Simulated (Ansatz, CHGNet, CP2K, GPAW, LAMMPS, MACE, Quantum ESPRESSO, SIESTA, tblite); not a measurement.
# Which run comes nearest? Glassy 85GeO2-15Li2O (mol %) (78 atoms)

Density of this cell: 3.66 g/cm³. The cell holds 78 atoms: 22 Ge, 8 Li and 48 O. Cell: a = 10.316 Å, b = 10.316 Å, c = 10.316 Å, α = 90.0°, β = 90.0°, γ = 90.0°. 78 atoms (22 Ge, 8 Li, 48 O) placed at random at 3.6 g/cm³, melted at 4000 K for 10 ps at fixed volume with the Morse and Coulomb pair potential with partial charges (Pedone, Malavasi, Menziani, Cormack and Segre, J. Phys. Chem. B 110, 11780 (2006)). Quenched from 4000 K to 300 K at 10 K/ps and fixed volume, held 10 ps at zero pressure.

Geometry: as built.

The reference, a calculation:

* method: Kohn-Sham DFT, PBE, SSSP efficiency 1.3.0 pseudopotentials, plane waves (Quantum ESPRESSO 7.5); sssp-pbe-1.3.0-efficiency, cutoffs 60/480 Ry, Γ point
* r.m.s. force component: 1.172 eV/Å
* longest force: 4.79 eV/Å
* pressure: 6.418 GPa
* gap (highest filled to lowest empty level): 1.029 eV
* time: 2.1 min on 4 MPI ranks of Arm Neoverse V2, shared host
* CPU time: 8.5 min

Q: Estimate the differences from the reference, the CPU time and the memory of each run.
- SIESTA PBE, SZ, shift 0.02 Ry, mesh 500 Ry (SIESTA 5.4.2; 1 thread)
- CP2K PBE, SZV-MOLOPT-SR, 600/50 Ry, TRS4 filter 1e-04, SCF 1e-05 (CP2K 2026.2; 1 thread)
- CP2K PBE, DZVP-MOLOPT-SR, 600/20 Ry, diagonalisation (CP2K 2026.2; 2 threads)
- tblite GFN1-xTB (tblite 0.8.0; 1 thread)
- CP2K PBE, DZVP-MOLOPT-SR, 300/50 Ry, diagonalisation (CP2K 2026.2; 2 threads)
- CP2K PBE, TZVP-MOLOPT (SR for Ge, Li), 600/50 Ry, diagonalisation (CP2K 2026.2; 4 MPI ranks)
- SIESTA PBE, DZP, shift 0.04 Ry, mesh 500 Ry (SIESTA 5.4.2; 2 MPI ranks)
- MACE MPA-0 medium potential (MACE MPA-0 medium; 1 thread)
- SIESTA PBE, DZP, shift 0.01 Ry, mesh 150 Ry (SIESTA 5.4.2; 1 thread)
- SIESTA PBE, DZP, shift 0.01 Ry, mesh 500 Ry (SIESTA 5.4.2; 2 MPI ranks)

Differences are against the plane-wave reference, forces as r.m.s. over components; share is that over the reference's r.m.s. force, slope the least-squares factor from reference forces to these. Total energies of different programs have different zeros and aren't compared.

```tsv
run	Δ force, r.m.s. (meV/Å)	share (%)	slope	Δ pressure (GPa)	Δ gap (eV)	cores	CPU time	memory (GiB)
reference	-	-	-	-	-	4	8.5 min	3.5
SIESTA PBE, SZ, shift 0.02 Ry, mesh 500 Ry (coarse)	401	34.2	1.179	2.17	-	1	2.3 min	0.78
CP2K PBE, SZV-MOLOPT-SR, 600/50 Ry, TRS4 filter 1e-04, SCF 1e-05 (coarse)	383	32.7	1.210	10.6	-	1	33 s	1.4
CP2K PBE, DZVP-MOLOPT-SR, 600/20 Ry, diagonalisation (coarse)	172	14.7	1.005	1.87	-0.219	2	2 min	3.0
tblite GFN1-xTB	601	51.3	0.552	-4.12	-	1	4.1 s	0.12
CP2K PBE, DZVP-MOLOPT-SR, 300/50 Ry, diagonalisation (coarse)	141	12.0	1.006	0.943	-0.220	2	1.8 min	1.4
CP2K PBE, TZVP-MOLOPT (SR for Ge, Li), 600/50 Ry, diagonalisation	94.1	8.03	0.985	0.233	-0.170	4	7.7 min	5.2
SIESTA PBE, DZP, shift 0.04 Ry, mesh 500 Ry (coarse)	188	16.0	1.088	-7.91	-0.296	2	2.5 min	1.4
MACE MPA-0 medium potential	130	11.1	0.930	0.358	-	1	6.7 s	1
SIESTA PBE, DZP, shift 0.01 Ry, mesh 150 Ry (coarse)	391	33.3	1.229	7.54	-0.333	1	64 s	0.56
SIESTA PBE, DZP, shift 0.01 Ry, mesh 500 Ry	391	33.3	1.228	7.34	-0.332	2	4.9 min	2.1
```

Rows marked coarse were listed beforehand as settings not expected to be converged; some can still land near the reference.

Times of the machine-learned potentials are mostly Python's start and the loading of weights.

CPU time is summed over cores on a shared host, where runs went side by side, so it is rough. Symmetry, cutoffs, thresholds, outputs and thread counts weren't matched or tuned between programs; memory under MPI is the largest rank's times the ranks.

The PBE runs in local orbitals, coarse settings apart, differ by 8.0 % (CP2K PBE, TZVP-MOLOPT (SR for Ge, Li), 600/50 Ry, diagonalisation) to 33 % (SIESTA PBE, DZP, shift 0.01 Ry, mesh 500 Ry); basis, grid and potentials can all enter. Tight binding differs by 51 % (tblite GFN1-xTB); it is another model, with fitted parameters of its own, and the xTB methods hold dispersion. Machine-learned potentials differ by 11 % (MACE MPA-0 medium potential); they were trained on other programs' data. Runs with settings chosen to be coarse differ by 12 % (CP2K PBE, DZVP-MOLOPT-SR, 300/50 Ry, diagonalisation) to 34 % (SIESTA PBE, SZ, shift 0.02 Ry, mesh 500 Ry), their programs' other errors included. Periodic xTB results under one method name differ between programs and library versions. Machine-learned potentials mimic data converged in k, so the reference's own k-point error enters their differences. The network of bonds at the start is that of the classical potential that made the cell, and needn't be the one that DFT or experiment would give. The electronic-structure runs sample only Γ, in a cell whose shortest periodic width is 10 Å.

[Logs are printed without paths, hosts, clocks, repeated set-up lines and the standing remarks that a program may print on its own settings, such as how far it seeks lower states.]

[Hosts, paths, dates, database ids (printed as entryN), source tags and the programs' standing remarks are cut or masked in the printed files.]
